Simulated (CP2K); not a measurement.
Consider 1,3,4-oxadiazole at its PBE geometry (Å).

```xyz
7

C    -1.0615    0.0921    0.0439
N    -0.6577   -1.0648    0.4667
N     0.7492   -1.0494    0.3570
C     1.0525    0.1162   -0.1243
O    -0.0395    0.9138   -0.3555
H    -2.0734    0.4721   -0.0292
H     2.0305    0.5200   -0.3588
```

Method: CP2K XAS_TDP, all-electron GAPW, PBEh(45%), aug-cc-pVDZ, TDA, GW2X-corrected core level, no relativity.

Q: Predict the bright core excitations at the N K edge.

Leading lines: N2 401.12 eV. The leading line of an atom is its first one with 35 % of the strongest within 2.5 eV of its lowest line over the strength cut. Core ionisation energies at this level: N2 406.99 eV.

The first six lines of each atom with a strength over 0.0015:

```csv
atom,energy (eV),states,"strength, one atom",above the computed threshold
"N2 (bonded to C and N), 2 alike",401.12,1,0.0533,
,404.12,1,0.0024,
,405.36,1,0.0383,
,406.09,1,0.0019,
,406.57,1,0.0029,
,407.58,1,0.0077,yes
```

Lines are vertical, at one geometry, with no vibrational structure. GW2X ionisation energies and lines can be off by 1 to 2 eV either way, and a good line position may hide errors that cancel. These values hold no scalar relativity, about 0.2 eV for N 1s. Rydberg lines, and the discretised continuum above threshold, depend on the basis and the box.

[Banner, clock and machine lines of the logs are left out without a mark of their own.]

[Logs are printed without paths, hosts, clocks, repeated set-up lines and the standing remarks that a program may print on its own settings, such as how far it seeks lower states.]

[Hosts, paths, dates, database ids (printed as entryN), source tags and the programs' standing remarks are cut or masked in the printed files.]
